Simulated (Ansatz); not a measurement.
# Stretching the linear Mo chain, part 2 of 3

Does stretching change the magnetism or the channel count of the linear Mo chain?

Ansatz 0.2.0; DFT PBEsol, plane waves, PAW; relaxation of a chain's period (the session's first sound run).

So far. Step 2 (Relaxing the period): The cell's length comes to 2.183 Å with no moment. That is -24 % against the start, more than a small adjustment.

## Step 3: At a set period, period over the relaxed period 0.88, k-mesh 1×1×42

This step: DFT PBEsol, plane waves, PAW; channels and complex bands of a perfect chain (Ansatz 0.2.0).

The period is set to 0.88 times the relaxed one: shorter bonds widen the bands.

The cell differs from the one that the last finished run ended in (c 2.183 → 1.921 Å).

Contents of input.yaml:

```yaml
crystal:
  lattice:
    - [7.5, 0.0, 0.0]
    - [0.0, 7.5, 0.0]
    - [0.0, 0.0, 1.9210788392]
  atoms:
    - { symbol: Mo, position: [0.5, 0.5, 0.0], spin: 3.0 }
magnetization:
  spin_polarized: true
kpoints:
  mp_grid: { grid: [1, 1, 42] }
scf:
  occupations: { method: fermi_dirac, width: 0.05 }
hamiltonian:
  xc: pbesol
output:
  transmission:
    e_range: [-2, 2]
    de: 0.035
    kmesh: [1, 1]
    reduced_basis: true
    leads: [[0, 0]]
  stress: true
```

Run with:

```sh
$ ansatz run input.yaml --threads 4 --pin off --max-ram 8192MiB --backend cpu --events-out ev --progress --plain --runs-dir out
```

Numbers of over 12 decimals in the logs are rounded to 6 here.

The log of the run:

```text
[...]
Crystal: 1 atoms, lattice volume = 108.061 Å³
Basis set: ecut = 420 eV, 2079 PW (Γ)
Bands: 13, of which v1, the nominal top of the filled ones, is band 7 counted from 1 (6 counted from 0)
Symmetry: 16 space group operations
[...]
k-points: 22 of 42
[...]
Starting moments: Σ|m| = 3 μB on 1 of 1 site
[...]
SCF iter   1: F=—  HF=-4889.933086 eV  |F-HF|=—  |Δ(HF+E_count)|=         —  Δρ=4.39e-2 (↑4.03e-2 ↓4.39e-2)  dr2=5.29e-1  dr2_m=1.64e0  M=0.531 μB ∫|m|=0.535 μB  β_m=0.30  ethr=3.10e-3  ⟨swp⟩=6.9  Hψ=3721  notcnv=0
[...]
SCF iter  10: F=-4891.325971 eV  HF=-4891.325971 eV  |F-HF|=4.55e-12  |Δ(HF+E_count)|=  2.64e-11  Δρ=2.65e-8 (↑2.65e-8 ↓2.58e-8)  dr2=3.34e-12  dr2_m=2.60e-14  M=-0.000 μB ∫|m|=0.000 μB  ethr=1.00e-12  ⟨swp⟩=5.0  Hψ=2087  notcnv=0
SCF 1 converged in 10 iterations: F = -4891.325971 eV  dr2 = 3.34e-12
[...]
the search or the solves at the SCF's close seem to have found levels that the self-consistency loop had missed (the run counts 3). By its estimate they hold under 1e-12 electrons; where the run keeps them, the occupations were computed again with them
WARN: the starting moments were not kept: the SCF closed with an absolute magnetisation of 1.3e-7 μB, where they sum to 3 μB in size (1 site). That is at most 0.1 of that sum. Measured as dr2_m measures the in/out step, that magnetisation stands 7.3e-15 eV from none, at or under the dr2_threshold of 1.0e-7 eV: it is no larger than a step whose dr2_m would equal this threshold. The system may hold no moment; this SCF  [...]
transmission: 6 of 36 steps passed
transmission: 9 of 36 steps passed
[...]
transmission: 36 of 36 steps passed
SCF converged after 10 iterations
Magnetization: -0.0000 μB (7.0000 up, 7.0000 down)
Absolute magnetization: 0.0000 μB (∫|ρ↑−ρ↓|, with the PAW one-centre terms)
[...]
Per-site moments (μB) at R_I (Å): [(-4.152905634684303e-8, 0.79244502117)]
Free energy (F): -4891.325971 eV
[...]
Internal energy: -4891.314959 eV  (E = F + TS)
E sigma→0 (E₀):  -4891.320465 eV
Entropy (-TS):   -0.011013 eV (-11.013 meV/atom)
Fermi energy:    -0.757766 eV
[...]
--- Stress (GPa, compression-positive) ---
       -0.283192       0.000000       0.000000
        0.000000      -0.283192       0.000000
        0.000000       0.000000      30.243108
  P = ⅓ Tr σ = 9.8922 GPa (98.922 kbar)
--- Band table (eV; the first three rows and the last of 44) ---
  k-point 0 ↑: bands = [... 3 lower, -30.3688, -6.5866, -2.6148, -2.5985, -2.2938, 1.3649, 1.3649, 3.4929, ... 2 higher]
  k-point 1 ↑: bands = [... 3 lower, -30.4580, -6.4836, -2.5977, -2.5815, -2.2541, 1.3703, 1.3703, 3.5170, ... 2 higher]
  k-point 2 ↑: bands = [... 3 lower, -30.7196, -6.1840, -2.5463, -2.5303, -2.1319, 1.3826, 1.3826, 3.5894, ... 2 higher]
  k-point 21 ↓: bands = [... 3 lower, -34.3823, -6.7198, -6.7198, 1.7295, 1.7306, 4.6284, 7.3449, 11.3954, ... 2 higher]
--- Transmission ---
  basis      : 497 plane waves across, 3 finite elements along
  points     : 1, standing for a mesh of 1 x 1
  filling    : by the input's occupations and mesh, since the crystals that have channels conduct as metals do. If one of these is a semiconductor, that mesh has misplaced its level
  energies   : 115 from -2.000000 to 1.990000 eV about the Fermi level, 0.035000 eV apart; the leads are filled to 0.000000 eV, and channels, transmission and decay are at -0.005000 eV
  crystal 0  : Mo1, at the sites [0, 0], period 1.9211 Å: whole cells are its period
    offset         : up to 0.0000 Å between an atom of the period and one for which it stands
    filled         : 17.7 meV under the level at which it is neutral
    channels       : 6.000000e0 up, 6.000000e0 down
    conductance    : 8.2646e14 S/m² at 300 K; may be off by some 0.0 % by where its bands' edges are placed, 0.0 % from the distance to neutral
```

Elapsed: 23 s, on 4 threads of Arm Neoverse V2, shared host; peak memory 0.48 GiB; 77 s of CPU time.

The column dr2 measures how far the density is from self-consistency, as an energy; F and HF (Harris–Foulkes) agree once it is small.

Numbers from this step:

- energy at zero smearing: -4891.3205 eV
- channels at the energy nearest the Fermi level, spin up: 6
- channels at the energy nearest the Fermi level, spin down: 6
- conductance of the lead as this run defines it: 6.000 G₀
- band gap: 0 eV

Table of open channels of the lead by energy, zero at the Fermi level:

```csv
energy (eV),spin up,spin down
-2.000,3,3
-1.790,5,5
-1.615,5,5
-1.405,6,6
-1.195,6,6
-0.985,6,6
-0.810,6,6
-0.600,6,6
-0.390,6,6
-0.215,6,6
-0.005,6,6
0.205,6,6
0.415,6,6
0.590,6,6
0.800,6,6
1.010,6,6
1.185,6,6
1.395,6,6
1.605,6,6
1.815,6,6
```

At the computed energy nearest the Fermi level there are 6 spin-up and 6 spin-down channels, and the thermal average gives 6.00 G₀.

## Step 4: At a set period, period over the relaxed period 0.92, k-mesh 1×1×40

The period is set to 0.92 times the relaxed one: shorter bonds widen the bands.

The cell differs from the one that the last finished run ended in (c 1.921 → 2.008 Å).

Changes to input.yaml since step 3:

```diff
@@ -4,3 +4,3 @@
     - [0.0, 7.5, 0.0]
-    - [0.0, 0.0, 1.9210788392]
+    - [0.0, 0.0, 2.0084006046]
   atoms:
@@ -10,3 +10,3 @@
 kpoints:
-  mp_grid: { grid: [1, 1, 42] }
+  mp_grid: { grid: [1, 1, 40] }
 scf:
```

The log of the run:

```text
[...]
Crystal: 1 atoms, lattice volume = 112.973 Å³
Basis set: ecut = 420 eV, 2215 PW (Γ)
Bands: 13, of which v1, the nominal top of the filled ones, is band 7 counted from 1 (6 counted from 0)
Symmetry: 16 space group operations
[...]
k-points: 21 of 40
[...]
Starting moments: Σ|m| = 3 μB on 1 of 1 site
[...]
--- Transmission ---
  basis      : 497 plane waves across, 3 finite elements along
  points     : 1, standing for a mesh of 1 x 1
[...]
crystal 0  : Mo1, at the sites [0, 0], period 2.0084 Å: whole cells are its period
[...]
filled         : 16.6 meV over the level at which it is neutral
    channels       : 6.000000e0 up, 6.000000e0 down
[...]
[key lines of the parts left out:]
SCF converged after 10 iterations
Magnetization: 0.0000 μB (7.0000 up, 7.0000 down)
Free energy (F): -4892.029259 eV
Fermi energy:    -0.987914 eV
P = ⅓ Tr σ = 5.2629 GPa (52.629 kbar)
```

Wall time 20 s (4 threads); peak memory 0.46 GiB; 66 s of CPU time.

At the computed energy nearest the Fermi level there are 6 spin-up and 6 spin-down channels, and the thermal average gives 6.00 G₀.

## Step 5: At a set period, period over the relaxed period 0.96, k-mesh 1×1×39

The period is set to 0.96 times the relaxed one: shorter bonds widen the bands.

The cell differs from the one that the last finished run ended in (c 2.008 → 2.096 Å).

Changes to input.yaml since step 4:

```diff
@@ -4,3 +4,3 @@
     - [0.0, 7.5, 0.0]
-    - [0.0, 0.0, 2.0084006046]
+    - [0.0, 0.0, 2.09572237]
   atoms:
@@ -10,3 +10,3 @@
 kpoints:
-  mp_grid: { grid: [1, 1, 40] }
+  mp_grid: { grid: [1, 1, 39] }
 scf:
```

The log of the run:

```text
[...]
Crystal: 1 atoms, lattice volume = 117.884 Å³
Basis set: ecut = 420 eV, 2319 PW (Γ)
Bands: 13, of which v1, the nominal top of the filled ones, is band 7 counted from 1 (6 counted from 0)
Symmetry: 16 space group operations
[...]
k-points: 20 of 39
[...]
Starting moments: Σ|m| = 3 μB on 1 of 1 site
[...]
--- Transmission ---
  basis      : 497 plane waves across, 3 finite elements along
  points     : 1, standing for a mesh of 1 x 1
[...]
crystal 0  : Mo1, at the sites [0, 0], period 2.0957 Å: whole cells are its period
[...]
filled         : 20.8 meV over the level at which it is neutral
    channels       : 6.000000e0 up, 6.000000e0 down
[...]
[key lines of the parts left out:]
SCF converged after 11 iterations
Magnetization: -0.0000 μB (7.0000 up, 7.0000 down)
Free energy (F): -4892.352277 eV
Fermi energy:    -1.176580 eV
P = ⅓ Tr σ = 1.8294 GPa (18.294 kbar)
```

It took 20 s on 4 threads; peak memory 0.46 GiB; 64 s of CPU time.

At the computed energy nearest the Fermi level there are 6 spin-up and 6 spin-down channels, and the thermal average gives 6.00 G₀.

## Step 6: At a set period, period over the relaxed period 1, k-mesh 1×1×37

The period is set to 1.0 times the relaxed one, as the point of reference.

Changes to input.yaml since step 5:

```diff
@@ -4,3 +4,3 @@
     - [0.0, 7.5, 0.0]
-    - [0.0, 0.0, 2.09572237]
+    - [0.0, 0.0, 2.1830441354]
   atoms:
@@ -10,3 +10,3 @@
 kpoints:
-  mp_grid: { grid: [1, 1, 39] }
+  mp_grid: { grid: [1, 1, 37] }
 scf:
```

The log of the run:

```text
[...]
Crystal: 1 atoms, lattice volume = 122.796 Å³
Basis set: ecut = 420 eV, 2431 PW (Γ)
Bands: 13, of which v1, the nominal top of the filled ones, is band 7 counted from 1 (6 counted from 0)
Symmetry: 16 space group operations
[...]
k-points: 19 of 37
[...]
Starting moments: Σ|m| = 3 μB on 1 of 1 site
[...]
--- Transmission ---
  basis      : 497 plane waves across, 3 finite elements along
  points     : 1, standing for a mesh of 1 x 1
[...]
crystal 0  : Mo1, at the sites [0, 0], period 2.1830 Å: whole cells are its period
[...]
filled         : 40.7 meV under the level at which it is neutral
    channels       : 6.000000e0 up, 6.000000e0 down
[...]
[key lines of the parts left out:]
SCF converged after 11 iterations
Magnetization: -0.0000 μB (7.0000 up, 7.0000 down)
Free energy (F): -4892.445623 eV
Fermi energy:    -1.403315 eV
P = ⅓ Tr σ = -0.1621 GPa (-1.621 kbar)
```

It took 18 s on 4 threads; peak memory 0.44 GiB.

The open channels of the lead by energy, zero at the Fermi level:

```csv
energy (eV),spin up,spin down
-2.000,3,3
-1.790,3,3
-1.615,3,3
-1.405,4,4
-1.195,4,4
-0.985,4,4
-0.810,6,6
-0.600,6,6
-0.390,6,6
-0.215,6,6
-0.005,6,6
0.205,6,6
0.415,6,6
0.590,6,6
0.800,6,6
1.010,6,6
1.185,6,6
1.395,6,6
1.605,4,4
1.815,4,4
```

At the computed energy nearest the Fermi level there are 6 spin-up and 6 spin-down channels, and the thermal average gives 6.00 G₀.

## Step 7: The chain at a fixed length, period over the relaxed period 1.04, k-mesh 1×1×36

The period is set to 1.04 times the relaxed one: longer bonds narrow the bands.

The cell differs from the one that the last finished run ended in (c 2.183 → 2.270 Å).

Changes to input.yaml since step 6:

```diff
@@ -4,3 +4,3 @@
     - [0.0, 7.5, 0.0]
-    - [0.0, 0.0, 2.1830441354]
+    - [0.0, 0.0, 2.2703659009]
   atoms:
@@ -10,3 +10,3 @@
 kpoints:
-  mp_grid: { grid: [1, 1, 37] }
+  mp_grid: { grid: [1, 1, 36] }
 scf:
```

The log of the run:

```text
[...]
Crystal: 1 atoms, lattice volume = 127.708 Å³
Basis set: ecut = 420 eV, 2511 PW (Γ)
Bands: 13, of which v1, the nominal top of the filled ones, is band 7 counted from 1 (6 counted from 0)
Symmetry: 16 space group operations
[...]
k-points: 19 of 36
[...]
Starting moments: Σ|m| = 3 μB on 1 of 1 site
[...]
--- Transmission ---
  basis      : 497 plane waves across, 3 finite elements along
  points     : 1, standing for a mesh of 1 x 1
[...]
crystal 0  : Mo1, at the sites [0, 0], period 2.2704 Å: whole cells are its period
[...]
filled         : 2.3 meV under the level at which it is neutral
    channels       : 6.000000e0 up, 6.000000e0 down
[...]
[key lines of the parts left out:]
SCF converged after 12 iterations
Magnetization: -0.0000 μB (7.0000 up, 7.0000 down)
Free energy (F): -4892.372903 eV
Fermi energy:    -1.483497 eV
P = ⅓ Tr σ = -1.7468 GPa (-17.468 kbar)
```

Run time: 17 s. Hardware: 4 threads; peak memory 0.43 GiB; 56 s of CPU time.

At the computed energy nearest the Fermi level there are 6 spin-up and 6 spin-down channels, and the thermal average gives 6.00 G₀. The change of length costs 0.072 eV a cell and leaves no moment.

## Step 8: The chain at a fixed length, period over the relaxed period 1.08, k-mesh 1×1×34

The period is set to 1.08 times the relaxed one: longer bonds narrow the bands.

The cell differs from the one that the last finished run ended in (c 2.270 → 2.358 Å).

Changes to input.yaml since step 7:

```diff
@@ -4,3 +4,3 @@
     - [0.0, 7.5, 0.0]
-    - [0.0, 0.0, 2.2703659009]
+    - [0.0, 0.0, 2.3576876663]
   atoms:
@@ -10,3 +10,3 @@
 kpoints:
-  mp_grid: { grid: [1, 1, 36] }
+  mp_grid: { grid: [1, 1, 34] }
 scf:
```

The log of the run:

```text
[...]
Crystal: 1 atoms, lattice volume = 132.620 Å³
Basis set: ecut = 420 eV, 2583 PW (Γ)
Bands: 13, of which v1, the nominal top of the filled ones, is band 7 counted from 1 (6 counted from 0)
Symmetry: 16 space group operations
[...]
k-points: 18 of 34
[...]
Starting moments: Σ|m| = 3 μB on 1 of 1 site
[...]
--- Transmission ---
  basis      : 497 plane waves across, 3 finite elements along
  points     : 1, standing for a mesh of 1 x 1
[...]
crystal 0  : Mo1, at the sites [0, 0], period 2.3577 Å: whole cells are its period
[...]
filled         : 20.2 meV over the level at which it is neutral
    channels       : 6.000000e0 up, 6.000000e0 down
[...]
[key lines of the parts left out:]
SCF converged after 12 iterations
Magnetization: 0.0000 μB (7.0000 up, 7.0000 down)
Free energy (F): -4892.182487 eV
Fermi energy:    -1.567980 eV
P = ⅓ Tr σ = -2.7038 GPa (-27.038 kbar)
```

It took 16 s on 4 threads; peak memory 0.43 GiB.

At the computed energy nearest the Fermi level there are 6 spin-up and 6 spin-down channels, and the thermal average gives 6.00 G₀. The change of length costs 0.266 eV a cell and leaves no moment.

## Step 9: At a set period, period over the relaxed period 1.13, k-mesh 1×1×33

The period is set to 1.13 times the relaxed one: longer bonds narrow the bands.

The cell differs from the one that the last finished run ended in (c 2.358 → 2.467 Å).

Changes to input.yaml since step 8:

```diff
@@ -4,3 +4,3 @@
     - [0.0, 7.5, 0.0]
-    - [0.0, 0.0, 2.3576876663]
+    - [0.0, 0.0, 2.466839873]
   atoms:
@@ -10,3 +10,3 @@
 kpoints:
-  mp_grid: { grid: [1, 1, 34] }
+  mp_grid: { grid: [1, 1, 33] }
 scf:
```

The log of the run:

```text
[...]
Crystal: 1 atoms, lattice volume = 138.760 Å³
Basis set: ecut = 420 eV, 2697 PW (Γ)
Bands: 13, of which v1, the nominal top of the filled ones, is band 7 counted from 1 (6 counted from 0)
Symmetry: 16 space group operations
[...]
k-points: 17 of 33
[...]
Starting moments: Σ|m| = 3 μB on 1 of 1 site
[...]
--- Transmission ---
  basis      : 497 plane waves across, 4 finite elements along
  points     : 1, standing for a mesh of 1 x 1
[...]
crystal 0  : Mo1, at the sites [0, 0], period 2.4668 Å: whole cells are its period
[...]
filled         : 2.1 meV over the level at which it is neutral
    channels       : 6.000000e0 up, 4.000000e0 down
[...]
[key lines of the parts left out:]
SCF converged after 10 iterations
Magnetization: 2.5313 μB (8.2657 up, 5.7343 down)
Free energy (F): -4891.952373 eV
Fermi energy:    -1.367260 eV
P = ⅓ Tr σ = -1.6700 GPa (-16.700 kbar)
```

Wall time 22 s (4 threads); peak memory 0.5 GiB; 76 s of CPU time.

The open channels of the lead by energy, zero at the Fermi level:

```csv
energy (eV),spin up,spin down
-2.00,3,1
-1.90,3,1
-1.79,4,3
-1.69,4,3
-1.58,4,3
-1.48,4,3
-1.37,5,3
-1.23,6,3
-1.12,6,3
-1.02,6,3
-0.92,6,3
-0.81,6,3
-0.70,6,3
-0.60,6,3
-0.49,6,3
-0.39,6,4
-0.28,6,4
-0.18,6,4
-0.07,6,4
-0.01,6,4
0.07,4,4
0.17,4,4
0.28,4,4
0.38,4,4
0.48,4,5
0.59,4,6
0.69,4,6
0.80,4,6
0.91,4,6
1.01,4,6
1.11,4,6
1.22,4,6
1.36,3,6
1.47,3,6
1.57,3,6
1.68,3,6
1.78,1,6
1.89,1,6
1.99,1,6
```

At the computed energy nearest the Fermi level there are 6 spin-up and 4 spin-down channels, and the thermal average gives 4.87 G₀. The change of length costs 0.496 eV a cell and leaves an absolute moment of 2.53 μB a cell.

Between step 3 and this run (period over the relaxed period 1.13 and k-mesh 1×1×33) the value for the conductance of the lead as this run defines it moves from 6.00 G₀ to 4.87 G₀ (-19 %).

## Step 10: At a set period, period over the relaxed period 1.2, k-mesh 1×1×31

The period is set to 1.2 times the relaxed one: longer bonds narrow the bands.

The cell differs from the one that the last finished run ended in (c 2.467 → 2.620 Å).

Changes to input.yaml since step 9:

```diff
@@ -4,3 +4,3 @@
     - [0.0, 7.5, 0.0]
-    - [0.0, 0.0, 2.466839873]
+    - [0.0, 0.0, 2.6196529625]
   atoms:
@@ -10,3 +10,3 @@
 kpoints:
-  mp_grid: { grid: [1, 1, 33] }
+  mp_grid: { grid: [1, 1, 31] }
 scf:
```

The log of the run:

```text
[...]
Crystal: 1 atoms, lattice volume = 147.355 Å³
Basis set: ecut = 420 eV, 2897 PW (Γ)
Bands: 13, of which v1, the nominal top of the filled ones, is band 7 counted from 1 (6 counted from 0)
Symmetry: 16 space group operations
[...]
k-points: 16 of 31
[...]
Starting moments: Σ|m| = 3 μB on 1 of 1 site
[...]
--- Transmission ---
  basis      : 497 plane waves across, 4 finite elements along
  points     : 1, standing for a mesh of 1 x 1
[...]
crystal 0  : Mo1, at the sites [0, 0], period 2.6197 Å: whole cells are its period
[...]
filled         : 12.1 meV over the level at which it is neutral
    channels       : 4.000000e0 up, 4.000000e0 down
[...]
[key lines of the parts left out:]
SCF converged after 10 iterations
Magnetization: 3.0990 μB (8.5495 up, 5.4505 down)
Free energy (F): -4891.688905 eV
Fermi energy:    -1.305771 eV
P = ⅓ Tr σ = -1.8258 GPa (-18.258 kbar)
```

Run time: 22 s. Hardware: 4 threads; peak memory 0.52 GiB; 76 s of CPU time.

At the computed energy nearest the Fermi level there are 4 spin-up and 4 spin-down channels, and the thermal average gives 3.88 G₀. The change of length costs 0.757 eV a cell and leaves an absolute moment of 3.10 μB a cell.

For the conductance of the lead as this run defines it, step 3 gave 6.00 G₀; this run, with period over the relaxed period 1.2 and k-mesh 1×1×31, gives 3.88 G₀ (-35 %).

## Step 11: The chain at a fixed length, period over the relaxed period 1.3, k-mesh 1×1×29

The period is set to 1.3 times the relaxed one: longer bonds narrow the bands.

The cell differs from the one that the last finished run ended in (c 2.620 → 2.838 Å).

Changes to input.yaml since step 10:

```diff
@@ -4,3 +4,3 @@
     - [0.0, 7.5, 0.0]
-    - [0.0, 0.0, 2.6196529625]
+    - [0.0, 0.0, 2.8379573761]
   atoms:
@@ -10,3 +10,3 @@
 kpoints:
-  mp_grid: { grid: [1, 1, 31] }
+  mp_grid: { grid: [1, 1, 29] }
 scf:
```

The log of the run:

```text
[...]
Crystal: 1 atoms, lattice volume = 159.635 Å³
Basis set: ecut = 420 eV, 3145 PW (Γ)
Bands: 13, of which v1, the nominal top of the filled ones, is band 7 counted from 1 (6 counted from 0)
Symmetry: 16 space group operations
[...]
k-points: 15 of 29
[...]
Starting moments: Σ|m| = 3 μB on 1 of 1 site
[...]
--- Transmission ---
  basis      : 497 plane waves across, 4 finite elements along
  points     : 1, standing for a mesh of 1 x 1
[...]
crystal 0  : Mo1, at the sites [0, 0], period 2.8380 Å: whole cells are its period
[...]
filled         : 12.4 meV under the level at which it is neutral
    channels       : 4.000000e0 up, 3.000000e0 down
[...]
[key lines of the parts left out:]
SCF converged after 10 iterations
Magnetization: 3.9094 μB (8.9547 up, 5.0453 down)
Free energy (F): -4891.307619 eV
Fermi energy:    -1.502712 eV
P = ⅓ Tr σ = -1.5583 GPa (-15.583 kbar)
```

Elapsed: 15 s, on 4 threads; peak memory 0.42 GiB.

Open channels of the lead against energy, zero at the Fermi level:

```csv
energy (eV),spin up,spin down
-2.00,3,1
-1.90,3,1
-1.79,3,1
-1.69,3,1
-1.58,4,1
-1.48,4,1
-1.37,4,1
-1.23,5,1
-1.12,6,1
-1.02,6,1
-0.92,6,1
-0.81,6,1
-0.70,6,1
-0.60,6,1
-0.49,4,1
-0.39,4,1
-0.28,4,3
-0.18,4,3
-0.07,4,3
-0.01,4,3
0.07,4,3
0.17,3,3
0.28,3,3
0.38,3,3
0.48,3,4
0.59,3,4
0.69,3,4
0.80,3,4
0.91,3,4
1.01,3,4
1.11,1,4
1.22,1,4
1.36,1,5
1.47,1,6
1.57,1,6
1.68,1,6
1.78,3,6
1.89,3,6
1.99,3,6
```

At the computed energy nearest the Fermi level there are 4 spin-up and 3 spin-down channels, and the thermal average gives 3.49 G₀. The change of length costs 1.140 eV a cell and leaves an absolute moment of 3.91 μB a cell.

[end of part 2 of 3]

[Logs are printed without paths, hosts, clocks, repeated set-up lines and the standing remarks that a program may print on its own settings, such as how far it seeks lower states.]

[Hosts, paths, dates, database ids (printed as entryN), source tags and the programs' standing remarks are cut or masked in the printed files.]
